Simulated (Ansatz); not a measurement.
**Preparing CsLi2Br3 (Immm) as a host crystal**

Aim: the runs on the perfect crystal CsLi2Br3 (Immm) that a defect calculation needs first.

Calculated with Ansatz 0.2.0; plane-wave PAW DFT, PBEsol; relaxation of the defect-free supercell from random displacements, a test of the host's stability.

**1. Starting point**

The cell holds 72 atoms: 12 Cs, 24 Li and 36 Br. Its edges and angles: a = 13.853 Å, b = 11.980 Å, c = 13.179 Å, α = 90.0°, β = 90.0°, γ = 67.3°.

**2. Defect free supercell relaxed from displaced atoms**

The input displaces the atoms at random before the relaxation, so that it can leave a symmetric saddle if there is one.

File pristine.rattled/input.yaml:

```yaml
crystal:
  lattice:
    - [13.8531397887, 0.0, 0.0]
    - [4.6177132629, 11.0537487333, 0.0]
    - [0.0, 0.0, 13.1791730767]
  atoms:
    - { symbol: Cs, position: [0.0, 0.5, 0.0] }
    - { symbol: Cs, position: [0.0833333333, 0.75, 0.5] }
    - { symbol: Cs, position: [0.1666666667, 0.0, 0.0] }
    - { symbol: Cs, position: [0.25, 0.25, 0.5] }
    - { symbol: Li, position: [0.0, 0.5, 0.3079583114] }
    - { symbol: Li, position: [0.0833333333, 0.75, 0.8079583114] }
    - { symbol: Li, position: [0.1666666667, 0.0, 0.3079583114] }
    - { symbol: Li, position: [0.25, 0.25, 0.8079583114] }
    - { symbol: Li, position: [0.0, 0.5, 0.6920416886] }
    - { symbol: Li, position: [0.0833333333, 0.75, 0.1920416886] }
    - { symbol: Li, position: [0.1666666667, 0.0, 0.6920416886] }
    - { symbol: Li, position: [0.25, 0.25, 0.1920416886] }
    - { symbol: Br, position: [0.0, 0.0, 0.7818715795] }
    - { symbol: Br, position: [0.0833333333, 0.25, 0.2818715795] }
    - { symbol: Br, position: [0.1666666667, 0.5, 0.7818715795] }
    - { symbol: Br, position: [0.25, 0.75, 0.2818715795] }
    - { symbol: Br, position: [0.0, 0.0, 0.2181284205] }
    - { symbol: Br, position: [0.0833333333, 0.25, 0.7181284205] }
    - { symbol: Br, position: [0.1666666667, 0.5, 0.2181284205] }
    - { symbol: Br, position: [0.25, 0.75, 0.7181284205] }
    - { symbol: Br, position: [0.0, 0.5, 0.5] }
    - { symbol: Br, position: [0.0833333333, 0.75, 0.0] }
    - { symbol: Br, position: [0.1666666667, 0.0, 0.5] }
    - { symbol: Br, position: [0.25, 0.25, 0.0] }
    - { symbol: Cs, position: [0.3333333333, 0.5, 0.0] }
    - { symbol: Cs, position: [0.4166666667, 0.75, 0.5] }
    - { symbol: Cs, position: [0.5, 0.0, 0.0] }
    - { symbol: Cs, position: [0.5833333333, 0.25, 0.5] }
    - { symbol: Li, position: [0.3333333333, 0.5, 0.3079583114] }
    - { symbol: Li, position: [0.4166666667, 0.75, 0.8079583114] }
    - { symbol: Li, position: [0.5, 0.0, 0.3079583114] }
    - { symbol: Li, position: [0.5833333333, 0.25, 0.8079583114] }
    - { symbol: Li, position: [0.3333333333, 0.5, 0.6920416886] }
    - { symbol: Li, position: [0.4166666667, 0.75, 0.1920416886] }
    - { symbol: Li, position: [0.5, 0.0, 0.6920416886] }
    - { symbol: Li, position: [0.5833333333, 0.25, 0.1920416886] }
    - { symbol: Br, position: [0.3333333333, 0.0, 0.7818715795] }
    - { symbol: Br, position: [0.4166666667, 0.25, 0.2818715795] }
    - { symbol: Br, position: [0.5, 0.5, 0.7818715795] }
    - { symbol: Br, position: [0.5833333333, 0.75, 0.2818715795] }
    - { symbol: Br, position: [0.3333333333, 0.0, 0.2181284205] }
    - { symbol: Br, position: [0.4166666667, 0.25, 0.7181284205] }
    - { symbol: Br, position: [0.5, 0.5, 0.2181284205] }
    - { symbol: Br, position: [0.5833333333, 0.75, 0.7181284205] }
    - { symbol: Br, position: [0.3333333333, 0.5, 0.5] }
    - { symbol: Br, position: [0.4166666667, 0.75, 0.0] }
    - { symbol: Br, position: [0.5, 0.0, 0.5] }
    - { symbol: Br, position: [0.5833333333, 0.25, 0.0] }
    - { symbol: Cs, position: [0.6666666667, 0.5, 0.0] }
    - { symbol: Cs, position: [0.75, 0.75, 0.5] }
    - { symbol: Cs, position: [0.8333333333, 0.0, 0.0] }
    - { symbol: Cs, position: [0.9166666667, 0.25, 0.5] }
    - { symbol: Li, position: [0.6666666667, 0.5, 0.3079583114] }
    - { symbol: Li, position: [0.75, 0.75, 0.8079583114] }
    - { symbol: Li, position: [0.8333333333, 0.0, 0.3079583114] }
    - { symbol: Li, position: [0.9166666667, 0.25, 0.8079583114] }
    - { symbol: Li, position: [0.6666666667, 0.5, 0.6920416886] }
    - { symbol: Li, position: [0.75, 0.75, 0.1920416886] }
    - { symbol: Li, position: [0.8333333333, 0.0, 0.6920416886] }
    - { symbol: Li, position: [0.9166666667, 0.25, 0.1920416886] }
    - { symbol: Br, position: [0.6666666667, 0.0, 0.7818715795] }
    - { symbol: Br, position: [0.75, 0.25, 0.2818715795] }
    - { symbol: Br, position: [0.8333333333, 0.5, 0.7818715795] }
    - { symbol: Br, position: [0.9166666667, 0.75, 0.2818715795] }
    - { symbol: Br, position: [0.6666666667, 0.0, 0.2181284205] }
    - { symbol: Br, position: [0.75, 0.25, 0.7181284205] }
    - { symbol: Br, position: [0.8333333333, 0.5, 0.2181284205] }
    - { symbol: Br, position: [0.9166666667, 0.75, 0.7181284205] }
    - { symbol: Br, position: [0.6666666667, 0.5, 0.5] }
    - { symbol: Br, position: [0.75, 0.75, 0.0] }
    - { symbol: Br, position: [0.8333333333, 0.0, 0.5] }
    - { symbol: Br, position: [0.9166666667, 0.25, 0.0] }
basis:
  ecutwfc: 420
  xc_grid: 2
hamiltonian:
  xc: pbesol
kpoints:
  mp_grid: { grid: [1, 1, 1], shift: [0.25, 0.25, 0.25] }
scf:
  occupations: { method: fermi_dirac, width: 0.01 }
  max_iter: 80
output:
  forces: true
relax:
  f_tol: 0.01
  max_steps: 120
  random_displacement: { amplitude: 0.08, seed: 5311 }
checkpoint:
  write: "../pristine.rattled.run"
  compress: false
  write_wavefunctions: false
  write_every: 100000
```

Command:

```sh
> ansatz run input.yaml --threads 4 --pin off --max-ram 7536MiB --backend cpu --events-out ev --progress --plain --runs-dir out
```

Numbers of over 12 decimals in the logs are rounded to 6 here.

The log of the run:

```text
[... repeated set-up lines and file paths are left out, and long positions are rounded to six places ...]
Engine: ansatz 0.2.0, aarch64-unknown-linux-gnu
Pseudopotentials: kind: paw
Pseudopotential: Cs, paw, valence charge 9, recommended cutoff 420 eV (normal), Cs.paw.azcp
Pseudopotential: Li, paw, valence charge 3, recommended cutoff 420 eV (normal), Li.paw.azcp
Pseudopotential: Br, paw, valence charge 7, recommended cutoff 420 eV (normal), Br.paw.azcp
Functional definition: PBEsol
  exchange = pbesol_x
  correlation = pbesol_c
Crystal: 72 atoms, lattice volume = 2018.115 Å³
Basis set: ecut = 420 eV, 39381 PW (Γ), exchange–correlation on 192×162×180 points (8 copies of the dense FFT grid, shifted against one another)
Bands: 288, of which v1, the nominal top of the filled ones, is band 216 counted from 1 (215 counted from 0)
Symmetry: 1 space group operations
k-points: 1
Non-local potential: Cs, projectors of the file, l = 0: 3, l = 1: 2, l = 2: 2, l = 3: 2
Non-local potential: Li, projectors of the file, l = 0: 3, l = 1: 2, l = 2: 1
Non-local potential: Br, projectors of the file, l = 0: 2, l = 1: 2, l = 2: 2
PAW form: soft (Blöchl's): semilocal exchange-correlation on the pseudo side does not see the compensation charge
PAW frozen core: Cs, regenerated for the run's functional, and the local potential with it (the file was generated under x = pbe(κ = 0.804, μ = 0.219515), c = pbe(β = 0.066725))
PAW frozen core: Br, regenerated for the run's functional, and the local potential with it (the file was generated under x = pbe(κ = 0.804, μ = 0.219515), c = pbe(β = 0.066725))
PAW one-centre angular grid: Cs, 194 points (default); XC on 64 Gauss nodes
PAW one-centre angular grid: Li, 110 points (default); XC on 64 Gauss nodes
PAW one-centre angular grid: Br, 110 points (default); XC on 64 Gauss nodes
Initial density: superposition of atomic densities (neutral atoms: chi_scale 0, normalization atom), corrected by the library's trained network
Initial wavefunctions: pseudopotential atomic-orbital guess
Functional: x = pbesol(κ = 0.804, μ = 0.123457), c = pbesol(β = 0.046)
SCF iter   1: F=—  HF=-170531.655694 eV  |F-HF|=—  |Δ(HF+E_count)|=         —  Δρ=1.64e-3  dr2=6.70e-2  ethr=1.77e-3  ⟨swp⟩=10.0  Hψ=1526  notcnv=0  defer=30
preconditioner: auto → Resta (q_TF=auto, 2.110 Å⁻¹)  ε∞=3.0  [insulator: Δε(μ)=4.691 eV  Ē_g=11.188 eV  σ=0.010 eV  W_gap=1.00  n_scr=320 (ndim 8)  ℏωp=15.7 eV  f_vac=0.006  D(μ)=0.00/eV (n_scr^D=0)  ε∞_Penn≈3.0]
SCF iter   2: F=—  HF=-170531.632900 eV  |F-HF|=—  |Δ(HF+E_count)|=   2.28e-2  Δρ=9.79e-4  dr2=2.51e-2  ethr=1.55e-5  ⟨swp⟩=3.0  Hψ=750  notcnv=0  defer=68
SCF iter   3: F=—  HF=-170531.632641 eV  |F-HF|=—  |Δ(HF+E_count)|=   2.59e-4  Δρ=2.64e-4  dr2=1.50e-3  ethr=5.81e-6  ⟨swp⟩=2.0  Hψ=440  notcnv=0  defer=68
SCF iter   4: F=—  HF=-170531.632891 eV  |F-HF|=—  |Δ(HF+E_count)|=   2.50e-4  Δρ=7.55e-5  dr2=1.41e-4  ethr=3.46e-7  ⟨swp⟩=2.0  Hψ=400  notcnv=0  defer=68
SCF iter   5: F=—  HF=-170531.633047 eV  |F-HF|=—  |Δ(HF+E_count)|=   1.56e-4  Δρ=1.93e-5  dr2=1.19e-5  ethr=3.26e-8  ⟨swp⟩=2.0  Hψ=357  notcnv=0  defer=68
SCF iter   6: F=-170531.633061 eV  HF=-170531.633061 eV  |F-HF|=1.90e-7  |Δ(HF+E_count)|=   1.34e-5  Δρ=4.58e-6  dr2=6.80e-7  ethr=5.79e-10  ⟨swp⟩=4.0  Hψ=916  notcnv=0
SCF 1 converged in 6 iterations: F = -170531.633061 eV  dr2 = 6.80e-7
  greatest PAW one-centre occupation: 1.000 electrons in one spin orbital (limit 2), on the Li atom at site 53 (counted from 0), in its partial waves of l = 0
relax step   1: F+E_penalty+E_count = -170531.63306107 eV  Δ(F+E_penalty+E_count) = +0.000e0 eV  max|allowed force component| = 2.993e-1 eV/Å  Δτ_max = 0.0000 Å  (6 SCF iters, dr2 threshold 2.50e-6 eV, accepted)
[... the SCF cycles and remarks between the steps are left out from here to the last step ...]
relax step   2: F+E_penalty+E_count = -170531.95027859 eV  Δ(F+E_penalty+E_count) = -3.172e-1 eV  max|allowed force component| = 2.984e-1 eV/Å  Δτ_max = 0.1946 Å  (5 SCF iters, dr2 threshold 5.60e-6 eV, accepted)
relax step   3: F+E_penalty+E_count = -170532.08626944 eV  Δ(F+E_penalty+E_count) = -1.360e-1 eV  max|allowed force component| = 1.416e-2 eV/Å  Δτ_max = 0.1079 Å  (5 SCF iters, dr2 threshold 5.56e-6 eV, accepted)
relax step   4: F+E_penalty+E_count = -170532.08626985 eV  Δ(F+E_penalty+E_count) = -4.109e-7 eV  max|allowed force component| = 1.418e-2 eV/Å  Δτ_max = 0.0000 Å  (3 SCF iters, accepted)
SCF iter   1: F=—  HF=-170532.088226 eV  |F-HF|=—  |Δ(HF+E_count)|=         —  Δρ=3.14e-4  dr2=2.99e-3  ethr=6.07e-6  ⟨swp⟩=4.0  Hψ=458  notcnv=0  defer=68
SCF iter   2: F=—  HF=-170532.087651 eV  |F-HF|=—  |Δ(HF+E_count)|=   5.74e-4  Δρ=1.53e-4  dr2=5.66e-4  ethr=6.91e-7  ⟨swp⟩=2.0  Hψ=429  notcnv=0  defer=68
SCF iter   3: F=—  HF=-170532.087566 eV  |F-HF|=—  |Δ(HF+E_count)|=   8.56e-5  Δρ=2.88e-5  dr2=2.13e-5  ethr=1.31e-7  ⟨swp⟩=2.0  Hψ=364  notcnv=0  defer=68
SCF iter   4: F=—  HF=-170532.087476 eV  |F-HF|=—  |Δ(HF+E_count)|=   9.04e-5  Δρ=5.45e-6  dr2=7.04e-7  ethr=4.93e-9  ⟨swp⟩=2.0  Hψ=436  notcnv=0  defer=68
SCF iter   5: F=-170532.087476 eV  HF=-170532.087476 eV  |F-HF|=3.34e-8  |Δ(HF+E_count)|=   4.92e-7  Δρ=1.57e-6  dr2=5.07e-8  ethr=2.31e-11  ⟨swp⟩=4.0  Hψ=916  notcnv=0
SCF 5 converged in 5 iterations: F = -170532.087476 eV  dr2 = 5.07e-8
relax step   5: F+E_penalty+E_count = -170532.08747606 eV  Δ(F+E_penalty+E_count) = -1.206e-3 eV  max|allowed force component| = 1.643e-3 eV/Å  Δτ_max = 0.0158 Å  (5 SCF iters, accepted)
SCF converged after 5 iterations
Free energy (F): -170532.087476 eV
Harris-Foulkes:  -170532.087476 eV  (|F-HF|=3.34e-8)
Internal energy: -170532.087476 eV  (E = F + TS)
E sigma→0 (E₀):  -170532.087476 eV
Fermi energy:    4.552403 eV
--- Per-component energies (eV) ---
  E_band       = -3263.740118
  E_kinetic    = 7067.048615
  E_local      = -13361.253728  (includes V_loc(G=0)·N_el)
  E_nonlocal   = 2121.333806
  E_hartree    = 3747.600868
  E_xc         = -11775.494790
  E_vxc        = -5625.163028  (∫ρ·V_xc dr)
  E_paw        = -139573.718187  (= ΣΔE_a)
  E_vpaw       = -960.906472  (= ΣTr[D̂ρ^β])
  E_aug_tail   = 0.000223  (compensation charges beyond the density's cutoff)
  E_ewald      = -18762.655936
  E_core_change = 5.051653  (= ΣΔE_core)
  E_smearing   = -0.000000  (= −TS)
  E_closure    = 0.000000  (closes the sum)
  Σ components = -170532.087476   (vs F -170532.087476, Δ=0.00e0)
--- Forces (eV/Å), atoms counted from 1 ---
  atom   1  Cs    -0.00004970    -0.00048893     0.00039077
  atom   2  Cs     0.00004300    -0.00014875     0.00002736
  atom   3  Cs     0.00022975     0.00061811     0.00025609
  atom   4  Cs    -0.00015620    -0.00013031    -0.00010068
  atom   5  Li     0.00034189    -0.00031023     0.00029493
  atom   6  Li     0.00014939    -0.00164650    -0.00021989
  atom   7  Li     0.00010685    -0.00079932    -0.00003414
  atom   8  Li    -0.00005892    -0.00147144     0.00019985
  atom   9  Li    -0.00052984     0.00003773    -0.00053323
  atom  10  Li     0.00047203    -0.00027637    -0.00035565
  atom  11  Li    -0.00004231     0.00014525    -0.00049178
  atom  12  Li     0.00004095    -0.00118120     0.00002657
  atom  13  Br    -0.00046506    -0.00032662     0.00010387
  atom  14  Br    -0.00061288     0.00029878    -0.00052302
  atom  15  Br    -0.00016327     0.00019931    -0.00007194
  atom  16  Br    -0.00047785     0.00037545     0.00017649
  atom  17  Br    -0.00069326     0.00105822    -0.00031272
  atom  18  Br    -0.00022047     0.00031967     0.00000187
  atom  19  Br     0.00071220     0.00005114    -0.00042039
  atom  20  Br     0.00025533     0.00034743    -0.00047281
  atom  21  Br    -0.00033980     0.00036673    -0.00032341
  atom  22  Br    -0.00022832     0.00040486    -0.00007832
  atom  23  Br     0.00055152     0.00002390     0.00023639
  atom  24  Br     0.00009030     0.00021344    -0.00009158
  atom  25  Cs    -0.00056021     0.00019322    -0.00001334
  atom  26  Cs     0.00025373     0.00000438    -0.00007208
  atom  27  Cs     0.00019511    -0.00013692    -0.00007408
  atom  28  Cs     0.00037050     0.00012639     0.00024777
  atom  29  Li    -0.00064403    -0.00142505     0.00011346
  atom  30  Li    -0.00009323    -0.00040854    -0.00007900
  atom  31  Li    -0.00001827    -0.00019221     0.00052350
  atom  32  Li    -0.00029284    -0.00021371     0.00029962
  atom  33  Li    -0.00036879     0.00047924    -0.00034370
  atom  34  Li    -0.00039555    -0.00095388     0.00018310
  atom  35  Li    -0.00012869     0.00082897     0.00016608
  atom  36  Li     0.00046630    -0.00077811     0.00003117
  atom  37  Br     0.00003635     0.00036220    -0.00017469
  atom  38  Br     0.00086333    -0.00011687     0.00031086
  atom  39  Br     0.00000302    -0.00102992     0.00040569
  atom  40  Br    -0.00010519     0.00036450     0.00021019
  atom  41  Br     0.00018120     0.00031254     0.00018914
  atom  42  Br     0.00015771     0.00036791    -0.00019811
  atom  43  Br    -0.00040107     0.00092581    -0.00039384
  atom  44  Br    -0.00019961     0.00005965     0.00020458
  atom  45  Br     0.00070141    -0.00035704    -0.00035602
  atom  46  Br    -0.00045944     0.00032193    -0.00032093
  atom  47  Br     0.00045856     0.00005699     0.00030308
  atom  48  Br    -0.00011122    -0.00024877     0.00058328
  atom  49  Cs    -0.00049876     0.00062543     0.00002518
  atom  50  Cs     0.00074312     0.00050857    -0.00012543
  atom  51  Cs     0.00019084     0.00026943    -0.00031737
  atom  52  Cs     0.00081177    -0.00000161     0.00030203
  atom  53  Li    -0.00044376    -0.00072381     0.00014925
  atom  54  Li     0.00015760    -0.00085061    -0.00017417
  atom  55  Li     0.00062474    -0.00040124    -0.00014412
  atom  56  Li     0.00000647     0.00045132     0.00003355
  atom  57  Li    -0.00039281     0.00005425     0.00008864
  atom  58  Li     0.00000401    -0.00055756     0.00031458
  atom  59  Li     0.00040081     0.00018994    -0.00046543
  atom  60  Li     0.00005501     0.00055831    -0.00037501
  atom  61  Br    -0.00021618     0.00000937    -0.00000342
  atom  62  Br    -0.00045008     0.00052507     0.00012629
  atom  63  Br    -0.00021520     0.00006474     0.00044951
  atom  64  Br     0.00035537    -0.00007432     0.00019645
  atom  65  Br     0.00029162    -0.00043484     0.00074258
  atom  66  Br    -0.00017889     0.00002668     0.00026910
  atom  67  Br    -0.00017051     0.00056068    -0.00008818
  atom  68  Br    -0.00031081     0.00112800    -0.00031757
  atom  69  Br     0.00084524     0.00014211    -0.00015916
  atom  70  Br    -0.00020502     0.00054423     0.00010314
  atom  71  Br     0.00064606     0.00065322    -0.00015433
  atom  72  Br    -0.00093771     0.00025197     0.00001254
  max |Σ_I F_I| component: 2.58e-4 eV/Å
--- Relaxed structure (5 steps of the walk, 5 accepted, 0 SCFs on fresh bases) ---
  F+E_penalty+E_count = -170532.08747606 eV   max|allowed force component| = 1.643e-3 eV/Å
  atoms:
    - { symbol: Cs, position: [-0.000822, 0.500883, 0.000150] }
    - { symbol: Cs, position: [0.082476, 0.750805, 0.500195] }
    - { symbol: Cs, position: [0.165981, 0.000662, 0.000179] }
    - { symbol: Cs, position: [0.249212, 0.250751, 0.500232] }
    - { symbol: Li, position: [-0.000886, 0.500905, 0.308149] }
    - { symbol: Li, position: [0.082432, 0.751157, 0.808173] }
    - { symbol: Li, position: [0.165855, 0.000996, 0.308151] }
    - { symbol: Li, position: [0.249114, 0.251181, 0.808127] }
    - { symbol: Li, position: [-0.000715, 0.500692, 0.692313] }
    - { symbol: Li, position: [0.082446, 0.750875, 0.192337] }
    - { symbol: Li, position: [0.165922, 0.000711, 0.692314] }
    - { symbol: Li, position: [0.249038, 0.251109, 0.192267] }
    - { symbol: Br, position: [-0.000816, 0.000792, 0.782694] }
    - { symbol: Br, position: [0.082590, 0.250701, 0.282779] }
    - { symbol: Br, position: [0.165932, 0.500731, 0.782735] }
    - { symbol: Br, position: [0.249297, 0.750673, 0.282662] }
    - { symbol: Br, position: [-0.000701, 0.000643, 0.217794] }
    - { symbol: Br, position: [0.082600, 0.250717, 0.717703] }
    - { symbol: Br, position: [0.165770, 0.500856, 0.217755] }
    - { symbol: Br, position: [0.249189, 0.750786, 0.717790] }
    - { symbol: Br, position: [-0.000783, 0.500720, 0.500228] }
    - { symbol: Br, position: [0.082565, 0.750782, 0.000238] }
    - { symbol: Br, position: [0.165814, 0.000743, 0.500219] }
    - { symbol: Br, position: [0.249162, 0.250828, 0.000211] }
    - { symbol: Cs, position: [0.332589, 0.500830, 0.000240] }
    - { symbol: Cs, position: [0.415816, 0.750758, 0.500232] }
    - { symbol: Cs, position: [0.499159, 0.000901, 0.000155] }
    - { symbol: Cs, position: [0.582449, 0.250756, 0.500106] }
    - { symbol: Li, position: [0.332458, 0.501137, 0.308131] }
    - { symbol: Li, position: [0.415873, 0.750964, 0.808128] }
    - { symbol: Li, position: [0.499137, 0.000927, 0.308058] }
    - { symbol: Li, position: [0.582535, 0.250944, 0.808062] }
    - { symbol: Li, position: [0.332599, 0.500665, 0.692309] }
    - { symbol: Li, position: [0.415860, 0.751029, 0.192265] }
    - { symbol: Li, position: [0.499282, 0.000580, 0.692235] }
    - { symbol: Li, position: [0.582391, 0.251028, 0.192241] }
    - { symbol: Br, position: [0.332592, 0.000734, 0.782695] }
    - { symbol: Br, position: [0.415754, 0.250833, 0.282640] }
    - { symbol: Br, position: [0.499215, 0.500844, 0.782654] }
    - { symbol: Br, position: [0.582581, 0.750713, 0.282709] }
    - { symbol: Br, position: [0.332556, 0.000726, 0.217661] }
    - { symbol: Br, position: [0.415930, 0.250733, 0.717705] }
    - { symbol: Br, position: [0.499311, 0.500668, 0.217732] }
    - { symbol: Br, position: [0.582598, 0.750761, 0.717655] }
    - { symbol: Br, position: [0.332429, 0.500811, 0.500231] }
    - { symbol: Br, position: [0.416058, 0.750710, 0.000210] }
    - { symbol: Br, position: [0.499165, 0.000729, 0.500145] }
    - { symbol: Br, position: [0.582561, 0.250830, 0.000132] }
    - { symbol: Cs, position: [0.666021, 0.500657, 0.000176] }
    - { symbol: Cs, position: [0.749179, 0.750627, 0.500231] }
    - { symbol: Cs, position: [0.832540, 0.000802, 0.000280] }
    - { symbol: Cs, position: [0.915797, 0.250727, 0.500192] }
    - { symbol: Li, position: [0.665891, 0.500924, 0.308097] }
    - { symbol: Li, position: [0.749162, 0.750980, 0.808126] }
    - { symbol: Li, position: [0.832407, 0.000906, 0.308134] }
    - { symbol: Li, position: [0.915914, 0.250800, 0.808121] }
    - { symbol: Li, position: [0.665923, 0.500681, 0.692246] }
    - { symbol: Li, position: [0.749096, 0.750933, 0.192239] }
    - { symbol: Li, position: [0.832506, 0.000694, 0.692301] }
    - { symbol: Li, position: [0.915951, 0.250672, 0.192304] }
    - { symbol: Br, position: [0.665899, 0.000743, 0.782716] }
    - { symbol: Br, position: [0.749278, 0.250632, 0.282640] }
    - { symbol: Br, position: [0.832574, 0.500722, 0.782641] }
    - { symbol: Br, position: [0.915747, 0.750818, 0.282691] }
    - { symbol: Br, position: [0.665768, 0.000856, 0.217611] }
    - { symbol: Br, position: [0.749227, 0.250757, 0.717671] }
    - { symbol: Br, position: [0.832599, 0.500679, 0.217696] }
    - { symbol: Br, position: [0.915945, 0.750689, 0.717763] }
    - { symbol: Br, position: [0.665768, 0.500701, 0.500173] }
    - { symbol: Br, position: [0.749194, 0.750775, 0.000185] }
    - { symbol: Br, position: [0.832404, 0.000691, 0.500226] }
    - { symbol: Br, position: [0.916074, 0.250683, 0.000213] }
```

Elapsed: 3 min, on 4 threads of Arm Neoverse N1, shared host; peak memory 3 GiB; 11 min of CPU time.

Relaxation path:

| step | energy less that of the first step (eV) | largest force component (eV/Å) |
| --- | --- | --- |
| 1 | 0.0000 | 0.2993 |
| 2 | -0.3172 | 0.2984 |
| 3 | -0.4532 | 0.0142 |
| 4 | -0.4532 | 0.0142 |
| 5 | -0.4544 | 0.0016 |

The relaxation ends 6.3 meV an atom lower than the displaced start, with a largest force component of 0.0016 eV/Å.

**3. Summary of results**

```json
{
 "symmetric supercell less the displaced and relaxed one": "0.000 eV"
}
```

**Reading.** The energy fell by 0.454 eV from the randomly displaced start; against the sites as typed, Br65 ends farthest off, by 0.01 Å, once the mean shift is taken out. The displaced cell ends within 0.01 eV of the symmetric one, so no lower structure shows in this supercell. All at zero temperature.

[Logs are printed without paths, hosts, clocks, repeated set-up lines and the standing remarks that a program may print on its own settings, such as how far it seeks lower states.]

[Hosts, paths, dates, database ids (printed as entryN), source tags and the programs' standing remarks are cut or masked in the printed files.]

[Runs of the host that timed out are not shown.]

[For some hosts the program warned that the k-mesh of the response run may be too coarse for force constants and the static dielectric constant; such warnings are not always shown.]
